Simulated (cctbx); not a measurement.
## Absolute structure of NaCeTe6P2

Space group P2_1 (no. 4), a = 6.6950 Å, b = 7.5400 Å, c = 10.1920 Å, α = 90.00°, β = 91.38°, γ = 90.00°.

```csv
atom,mult.,x,y,z,Ueq (Å²)
Ce1,2,0.2831,0.0007,0.4972,0.0030
Te1,2,0.3531,0.6312,0.0102,0.0043
Te2,2,0.0931,0.9131,0.7572,0.0037
Te3,2,0.0946,0.9334,0.2284,0.0040
Te4,2,0.1295,0.6379,0.5238,0.0042
Te5,2,0.5663,0.8073,0.3290,0.0040
Te6,2,0.4288,0.3054,0.3278,0.0036
P1,2,0.3128,0.7323,0.2081,0.0053
P2,2,0.1862,0.5107,0.3239,0.0053
Na1,2,0.8109,0.7136,0.0083,0.0065
```

This is a model crystal, built by substitution and not relaxed, with assumed displacement parameters.

Data sets are simulated with cctbx and refined with Bijvoet mates kept apart; Flack x is then fitted as the share of an inverted twin with the atoms fixed, Hooft y from the Bijvoet differences. The group has rotations alone, so the crystal has a hand.

Untwinned crystal. What Flack and Hooft values should come out?

```
  λ (Å)  extinction (unmodelled)  d min (Å)  top counts  error (%)     model      R1  Flack x   s.u.  Hooft y   s.u.  pairs
0.71073                        0       0.77       40000          4  as given  0.0143   -0.019  0.013   -0.013  0.018   1068
0.71073                        0       0.77       40000          4  inverted  0.0204    1.011  0.013    1.016  0.018   1068
1.54184                        0       0.83       40000          3  as given  0.0122    0.000  0.005   -0.003  0.006    844
```

With Mo Kα, x is within 3 s.u. of 0, so the hand is right. With Cu Kα, x is within 3 s.u. of 0, so the hand is right. Inverting the model turns x into about 1 − x.

A further crystal gives:

```
  λ (Å)  extinction (unmodelled)  d min (Å)  top counts  error (%)     model      R1  Flack x   s.u.  Hooft y   s.u.  pairs
1.54184                        0       0.83       40000        1.5  as given  0.0403    0.795  0.005    0.810  0.004    841
```

**Question.** What is it?

It was simulated as an inversion twin with a fraction 0.8 of the inverted domain. Flack x is over 3 s.u. from both 0 and 1 and reads that fraction.

[Logs are printed without paths, hosts, clocks, repeated set-up lines and the standing remarks that a program may print on its own settings, such as how far it seeks lower states.]
